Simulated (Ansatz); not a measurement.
# MgTiS3 (model cell, started as cubic perovskite with Ti in the octahedra): following an unstable mode, part 3 of 3

Aim: this structure of MgTiS3 (model cell, started as cubic perovskite with Ti in the octahedra) is to be tested for unstable modes, and one is followed downhill.

Ansatz 0.2.0; DFT PBE, scalar-relativistic, plane waves, PAW; PAW set soft_1.

So far, highest frequency on the path or at a solved wavevector (cm⁻¹): step 2 (phonons on a q mesh) 462. Also lowest frequency on the path (cm⁻¹): step 2 -235.

The structure was built from a prototype and need not be the compound's stable phase.

**6. Relaxing from the distorted cell**

Starting from the lowest point found, all atoms and the cell are let go, so that strain and other modes of the same symmetry can join in.

Contents of input.yaml:

```yaml
crystal:
  lattice:
    - [0.0, -4.7086208483, -4.7086208483]
    - [0.0, -4.7086208483, 4.7086208483]
    - [-9.4172416966, -4.7086208483, 0.0]
  atoms:
    - { symbol: Mg, position: [0.75, 0.75, 0.5] }
    - { symbol: Mg, position: [0.25, 0.25, 0.5] }
    - { symbol: Mg, position: [0.5, 0.5, 1.0] }
    - { symbol: Mg, position: [1.0, 0.0, 1.0] }
    - { symbol: Ti, position: [0.375, 0.875, 0.25] }
    - { symbol: Ti, position: [0.875, 0.375, 0.25] }
    - { symbol: Ti, position: [0.125, 0.625, 0.75] }
    - { symbol: Ti, position: [0.625, 0.125, 0.75] }
    - { symbol: S, position: [0.0612870765, 0.0612870765, 0.25] }
    - { symbol: S, position: [0.6887129235, 0.6887129235, 0.25] }
    - { symbol: S, position: [0.9387129235, 0.9387129235, 0.75] }
    - { symbol: S, position: [0.3112870765, 0.3112870765, 0.75] }
    - { symbol: S, position: [0.5612870765, 0.1887129235, 0.25] }
    - { symbol: S, position: [0.1887129235, 0.5612870765, 0.25] }
    - { symbol: S, position: [0.4387129235, 0.8112870765, 0.75] }
    - { symbol: S, position: [0.8112870765, 0.4387129235, 0.75] }
    - { symbol: S, position: [0.25, 0.75, 0.5] }
    - { symbol: S, position: [0.75, 0.25, 0.5] }
    - { symbol: S, position: [0.0, 0.5, 1.0] }
    - { symbol: S, position: [0.5, 0.0, 1.0] }
kpoints:
  mp_grid: { grid: [6, 6, 6] }
hamiltonian:
  xc: pbe
  pseudopotentials: { kind: paw, azcp: { folder: soft_1 } }
scf:
  occupations: { method: methfessel_paxton, width: 0.2 }
output:
  forces: true
  stress: true
  eigenvalues: true
relax:
  adjacent_minimum: "off"
  f_tol: 0.002
  max_steps: 120
  cell: { stress_tol: 0.03 }
```

Started as:

```sh
> ansatz run input.yaml --threads 4 --pin off --max-ram 16384MiB --backend cpu --events-out ev --progress --plain --runs-dir out
```

Numbers of over 12 decimals in the logs are rounded to 6 here.

The log of the run:

```text
[...]
Crystal: 20 atoms, lattice volume = 417.581 Å³
Basis set: ecut = 420 eV, 8127 PW (Γ), exchange–correlation on 90×90×144 points (8 copies of the dense FFT grid, shifted against one another)
Bands: 100, of which v1, the nominal top of the filled ones, is band 80 counted from 1 (79 counted from 0)
Symmetry: 16 space group operations
[...]
k-points: 30 of 216
[...]
SCF iter   1: F=—  HF=-28540.542469 eV  |F-HF|=—  |Δ(HF+E_count)|=         —  Δρ=4.74e-2  dr2=1.99e1  ethr=3.10e-3  ⟨swp⟩=5.8  Hψ=12490  notcnv=0
[...]
SCF iter  10: F=-28537.817579 eV  HF=-28537.817579 eV  |F-HF|=4.76e-9  |Δ(HF+E_count)|=   1.04e-8  S|Δr|=    0.00e0  Δρ=1.88e-6  dr2=3.44e-8  ethr=6.25e-11  ⟨swp⟩=12.7  Hψ=14727  notcnv=0
SCF 1 converged in 10 iterations: F = -28537.817579 eV  dr2 = 3.44e-8
[...]
relax step   1: F+E_penalty+E_count = -28537.81757917 eV  Δ(F+E_penalty+E_count) = +0.000e0 eV  max|allowed force component| = 1.044e0 eV/Å  Δτ_max = 0.0000 Å  P = -3.267 GPa  Ω = 417.581 Å³  (10 SCF iters, dr2 threshold 1.00e-7 eV, accepted)
Crystal: 20 atoms, lattice volume = 397.121 Å³
Basis set: ecut = 420 eV, 7775 PW (Γ), exchange–correlation on 90×90×144 points (8 copies of the dense FFT grid, shifted against one another)
[...]
SCF iter   7: F=-28539.239008 eV  HF=-28539.239008 eV  |F-HF|=1.30e-7  |Δ(HF+E_count)|=   4.30e-6  S|Δr|=    0.00e0  Δρ=9.52e-6  dr2=8.28e-7  ethr=1.25e-9  ⟨swp⟩=7.9  Hψ=13224  notcnv=0
the search or the solves at the SCF's close seem to have found levels that the self-consistency loop had missed (the run counts 1). By its estimate they hold under 1e-12 electrons; where the run keeps them, the occupations were computed again with them
SCF 2 converged in 7 iterations: F = -28539.239008 eV  dr2 = 8.28e-7
relax step   2: F+E_penalty+E_count = -28539.23900804 eV  Δ(F+E_penalty+E_count) = -1.421e0 eV  max|allowed force component| = 3.539e-1 eV/Å  Δτ_max = 0.1956 Å  P = -1.100 GPa  Ω = 397.121 Å³  energy of the carried Pulay correction = +2.415e-3 eV  (7 SCF iters, dr2 threshold 2.00e-6 eV, accepted)
Crystal: 20 atoms, lattice volume = 388.601 Å³
Basis set: ecut = 420 eV, 7559 PW (Γ), exchange–correlation on 90×90×144 points (8 copies of the dense FFT grid, shifted against one another)
[...]
SCF iter   7: F=-28539.326249 eV  HF=-28539.326249 eV  |F-HF|=3.93e-8  |Δ(HF+E_count)|=   1.50e-6  S|Δr|=    0.00e0  Δρ=8.14e-6  dr2=3.89e-7  ethr=1.25e-9  ⟨swp⟩=7.7  Hψ=12306  notcnv=0
[...]
SCF 3 converged in 7 iterations: F = -28539.326249 eV  dr2 = 3.89e-7
relax step   3: F+E_penalty+E_count = -28539.32624898 eV  Δ(F+E_penalty+E_count) = -8.724e-2 eV  max|allowed force component| = 2.385e-1 eV/Å  Δτ_max = 0.0929 Å  P = +0.383 GPa  Ω = 388.601 Å³  energy of the carried Pulay correction = +3.457e-3 eV  (7 SCF iters, dr2 threshold 2.00e-6 eV, accepted)
[...]
relax step   4: F+E_penalty+E_count = -28539.34576039 eV  Δ(F+E_penalty+E_count) = -1.951e-2 eV  max|allowed force component| = 3.096e-2 eV/Å  Δτ_max = 0.0395 Å  P = +1.056 GPa  Ω = 387.207 Å³  energy of the carried Pulay correction = +3.630e-3 eV  (5 SCF iters, dr2 threshold 2.00e-6 eV, accepted)
[...]
relax step   5: F+E_penalty+E_count = -28539.36096729 eV  Δ(F+E_penalty+E_count) = -1.521e-2 eV  max|allowed force component| = 9.343e-3 eV/Å  Δτ_max = 0.0014 Å  P = -0.192 GPa  Ω = 392.475 Å³  energy of the carried Pulay correction = +2.981e-3 eV  (6 SCF iters, dr2 threshold 2.00e-6 eV, accepted)
[...]
relax step   6: F+E_penalty+E_count = -28539.36172335 eV  Δ(F+E_penalty+E_count) = -7.561e-4 eV  max|allowed force component| = 6.262e-4 eV/Å  Δτ_max = 0.0018 Å  P = -0.005 GPa  Ω = 391.580 Å³  energy of the carried Pulay correction = +3.090e-3 eV  (5 SCF iters, dr2 threshold 2.01e-7 eV, accepted)
[...]
SCF iter   7: F=-28539.358365 eV  HF=-28539.358365 eV  |F-HF|=7.28e-12  |Δ(HF+E_count)|=  7.28e-12  S|Δr|=    0.00e0  Δρ=5.39e-8  dr2=1.64e-11  ethr=1.00e-12  ⟨swp⟩=6.3  Hψ=10959  notcnv=0
SCF 7 converged in 7 iterations: F = -28539.358365 eV  dr2 = 1.64e-11
relax step   7: F+E_penalty+E_count = -28539.35836476 eV  Δ(F+E_penalty+E_count) = +3.359e-3 eV  max|allowed force component| = 6.268e-4 eV/Å  Δτ_max = 0.0000 Å  P = -0.000 GPa  Ω = 391.580 Å³  stress off target by 2.73e-4 GPa  SCF on the basis re-selected at this cell (its energy is not comparable with the rows above)  (7 SCF iters)
basis re-selected at this cell: Δ(F+E_penalty+E_count) = +3.359e-3 eV, ΔP = +0.004 GPa vs the last step (what re-selecting the basis moved, of the pressure what is left beyond the Pulay correction that the steps carried, after the strain that the cell walked since its last selection, with what the two solves' SCF thresholds leave and, on support functions, any second-order correction that the steps lacked; it is no m [...]
SCF converged after 7 iterations
[...]
Free energy (F): -28539.358365 eV
[...]
Internal energy: -28539.366685 eV  (E = F + TS)
E sigma→0 (E₀):  -28539.360445 eV
Entropy (-TS):   0.008320 eV (0.416 meV/atom)
Fermi energy:    7.410421 eV
[...]
--- Forces (eV/Å), atoms counted from 1 ---
  atom   1  Mg    -0.00000000    -0.00000000    -0.00000000
  atom   2  Mg     0.00000000     0.00000000     0.00000000
  atom   3  Mg     0.00000000    -0.00000000    -0.00000000
  atom   4  Mg     0.00000000     0.00000000    -0.00000000
  atom   5  Ti    -0.00062681     0.00000000    -0.00000000
  atom   6  Ti    -0.00062681    -0.00000000     0.00000000
  atom   7  Ti     0.00062681     0.00000000    -0.00000000
  atom   8  Ti     0.00062681    -0.00000000     0.00000000
  atom   9  S     -0.00002423     0.00018142     0.00000000
  atom  10  S     -0.00002423    -0.00018142    -0.00000000
  atom  11  S      0.00002423    -0.00018142    -0.00000000
  atom  12  S      0.00002423     0.00018142     0.00000000
  atom  13  S     -0.00002423     0.00000000     0.00018142
  atom  14  S     -0.00002423     0.00000000    -0.00018142
  atom  15  S      0.00002423    -0.00000000    -0.00018142
  atom  16  S      0.00002423    -0.00000000     0.00018142
  atom  17  S      0.00000000     0.00000000    -0.00000000
  atom  18  S     -0.00000000    -0.00000000     0.00000000
  atom  19  S      0.00000000    -0.00000000    -0.00000000
  atom  20  S      0.00000000     0.00000000    -0.00000000
  max |Σ_I F_I| component: 2.82e-18 eV/Å
--- Stress (GPa, compression-positive) ---
       -0.000198      -0.000000       0.000000
       -0.000000      -0.000273      -0.000000
        0.000000      -0.000000      -0.000273
  P = ⅓ Tr σ = -0.0002 GPa (-0.002 kbar)
--- Band table (eV; the first three rows and the last of 30) ---
  k-point 0: bands = [... 76 lower, 7.3282, 7.3282, 7.3797, 7.3797, 7.5365, 7.5365, 7.7479, 7.7770, ... 16 higher]
  k-point 1: bands = [... 76 lower, 7.3499, 7.3499, 7.3800, 7.3800, 7.6946, 7.6946, 7.7489, 7.7759, ... 16 higher]
  k-point 2: bands = [... 76 lower, 7.3489, 7.3489, 7.3739, 7.3739, 7.7512, 7.7734, 7.9750, 8.0141, ... 16 higher]
  k-point 29: bands = [... 76 lower, 6.1247, 6.3258, 6.4194, 6.4253, 7.6256, 8.1109, 8.1731, 8.2474, ... 16 higher]
--- Relaxed structure (6 steps of the walk, 6 accepted, 1 SCFs on fresh bases) ---
  F+E_penalty+E_count = -28539.35836476 eV   max|allowed force component| = 6.268e-4 eV/Å   (the final SCF, on the basis selected at the relaxed cell)
  cell:  # Å, volume = 391.5804 Å³
    - [0, -4.616045, -4.616045]
    - [0, -4.616045, 4.616045]
    - [-9.188632, -4.616045, 0]
  atoms:
    - { symbol: Mg, position: [0.75, 0.75, 0.5] }
    - { symbol: Mg, position: [0.25, 0.25, 0.5] }
    - { symbol: Mg, position: [0.5, 0.5, 1.0] }
    - { symbol: Mg, position: [1.0, 0.0, 1.0] }
    - { symbol: Ti, position: [0.374979, 0.874979, 0.250042] }
    - { symbol: Ti, position: [0.874979, 0.374979, 0.250042] }
    - { symbol: Ti, position: [0.125021, 0.625021, 0.749958] }
    - { symbol: Ti, position: [0.625021, 0.125021, 0.749958] }
    - { symbol: S, position: [0.034529, 0.034529, 0.249991] }
    - { symbol: S, position: [0.715480, 0.715480, 0.249991] }
    - { symbol: S, position: [0.965471, 0.965471, 0.750009] }
    - { symbol: S, position: [0.284520, 0.284520, 0.750009] }
    - { symbol: S, position: [0.534529, 0.215480, 0.249991] }
    - { symbol: S, position: [0.215480, 0.534529, 0.249991] }
    - { symbol: S, position: [0.465471, 0.784520, 0.750009] }
    - { symbol: S, position: [0.784520, 0.465471, 0.750009] }
    - { symbol: S, position: [0.25, 0.75, 0.5] }
    - { symbol: S, position: [0.75, 0.25, 0.5] }
    - { symbol: S, position: [0.0, 0.5, 1.0] }
    - { symbol: S, position: [0.5, 0.0, 1.0] }
```

Run time: 3.3 min. Hardware: 4 threads of Arm Neoverse V1, shared host; peak memory 1.7 GiB.

Step by step:

```
step  energy less that of the first step (eV)  largest force component (eV/Å)  pressure (GPa)  volume (Å³)
   1                                   0.0000                          1.0441           -3.27       417.58
   2                                  -1.4214                          0.3539           -1.10       397.12
   3                                  -1.5087                          0.2385            0.38       388.60
   4                                  -1.5282                          0.0310            1.06       387.21
   5                                  -1.5434                          0.0093           -0.19       392.48
   6                                  -1.5441                          0.0006            0.00       391.58
  7*                                  -1.5408                          0.0006            0.00       391.58
```

Relaxation steps marked * repeat the geometry before them on a plane-wave basis chosen anew for their cell, so energy and pressure can jump there.

Forces are held to the 16 operations that the run works with; a distortion that breaks them can't arise in this run.

```
conventional cell, symmetrised  before   after  change
                         a (Å)   6.659   6.528  -2.0 %
                         b (Å)   6.659   6.528  -2.0 %
                         c (Å)  18.834  18.377  -2.4 %
              volume (Å³/atom)   20.88   19.58  -6.2 %
```

The atoms that moved most (Å, as changes of fractional coordinates times the final cell):

```
atom     dx      dy      dz  length
 S10  0.000  -0.247   0.000   0.247
 S12  0.000   0.247   0.000   0.247
  S9  0.000   0.247   0.000   0.247
 S13  0.000   0.000   0.247   0.247
 S14  0.000   0.000  -0.247   0.247
 S15  0.000   0.000  -0.247   0.247
 S16  0.000   0.000   0.247   0.247
 S11  0.000  -0.247   0.000   0.247
```

The relaxed structure:

```xyz
20
Lattice="0.0000 -4.6160 -4.6160 0.0000 -4.6160 4.6160 -9.1886 -4.6160 0.0000" Properties=species:S:1:pos:R:3 pbc="T T T"
Mg   -4.5943   -9.2321    0.0000
Mg   -4.5943   -4.6160    0.0000
Mg   -9.1886   -9.2321    0.0000
Mg   -9.1886   -9.2321   -4.6160
Ti   -2.2975   -6.9241    2.3080
Ti   -2.2975   -6.9241   -2.3080
Ti   -6.8911   -6.9241    2.3080
Ti   -6.8911   -6.9241   -2.3080
S    -2.2971   -1.4727    0.0000
S    -2.2971   -7.7593    0.0000
S    -6.8916  -12.3754    0.0000
S    -6.8916   -6.0888    0.0000
S    -2.2971   -4.6160   -1.4727
S    -2.2971   -4.6160    1.4727
S    -6.8916   -9.2321    1.4727
S    -6.8916   -9.2321   -1.4727
S    -4.5943   -6.9241    2.3080
S    -4.5943   -6.9241   -2.3080
S    -9.1886   -6.9241    2.3080
S    -9.1886   -6.9241   -2.3080
```

Numbers from this step:

| Quantity | Value |
| --- | --- |
| pressure | -2.48e-4 GPa |
| volume per atom | 19.58 Å³ |

The distorted start has space group I4/mcm; the relaxation ends in I4/mcm.

**7. The phases reached**

The phases reached along the modes that were followed are set side by side.

Energies are those of the first relaxation, on the mesh of the frozen mode; space group, volume and gap are those of the last relaxation. Phases, by row:

```
                   mode frozen in  space group  energy from parent (meV/atom)  volume (Å³/atom)  gap on mesh (eV)  lowest zone-centre optical mode (cm⁻¹)  largest shift (Å)
                           parent        Pm-3m                              0             20.88                 0                                       –                  –
   q = (0, -0.5, -0.5), 235i cm⁻¹       P4/mbm                         -316.9             19.55                 0                                  -121.8              0.839
q = (0.25, -0.5, -0.5), 233i cm⁻¹       I4/mcm                         -316.2             19.58                 0                                       –              0.835
```

**8. Summary of results**

- unstable mode of the parent: q = (0.25, -0.5, -0.5), 233i cm⁻¹
- depth at the lowest point sampled: 239 meV/atom
- largest atomic shift at that point: 0.6 Å
- space group reached (within 0.01 Å): I4/mcm
- energy gained over the parent (first relaxation, on the mesh of the frozen mode): 316 meV/atom
- volume per atom, phase reached: 19.6 Å³

**Reading.** Along this mode the structure falls into I4/mcm, 316 meV/atom below the parent. At the parent's cell the well is 239.3 meV/atom deep on the steps tried, with its lowest point at a shift of 0.6 Å. That is the last step tried, so the steps alone don't bracket the bottom of the well. Relaxing atoms and cell changes the gain by +76.95 meV/atom against the lowest step (energies at zero smearing). The modes of the phase reached were not computed on this path. Of the 2 patterns followed to their end from this parent, this one ends 0.724 meV/atom above the lowest, P4/mbm. Another end point lies within 1 meV/atom; how such a difference moves with mesh and cutoff was not tested. Each path keeps the symmetry of its pattern, so a lower phase may lie along a pattern not tried. With no gap, or one that is small against the smearing, the frequencies hang on the k mesh and the smearing, most of all near Kohn anomalies. A phonon run warned that its eigensolver left some bands unconverged in a pass. The starting cell was built on a prototype and not taken from a measurement, so the phase need not exist.

[Logs are printed without paths, hosts, clocks, repeated set-up lines and the standing remarks that a program may print on its own settings, such as how far it seeks lower states.]

[Hosts, paths, dates, database ids (printed as entryN), source tags and the programs' standing remarks are cut or masked in the printed files.]
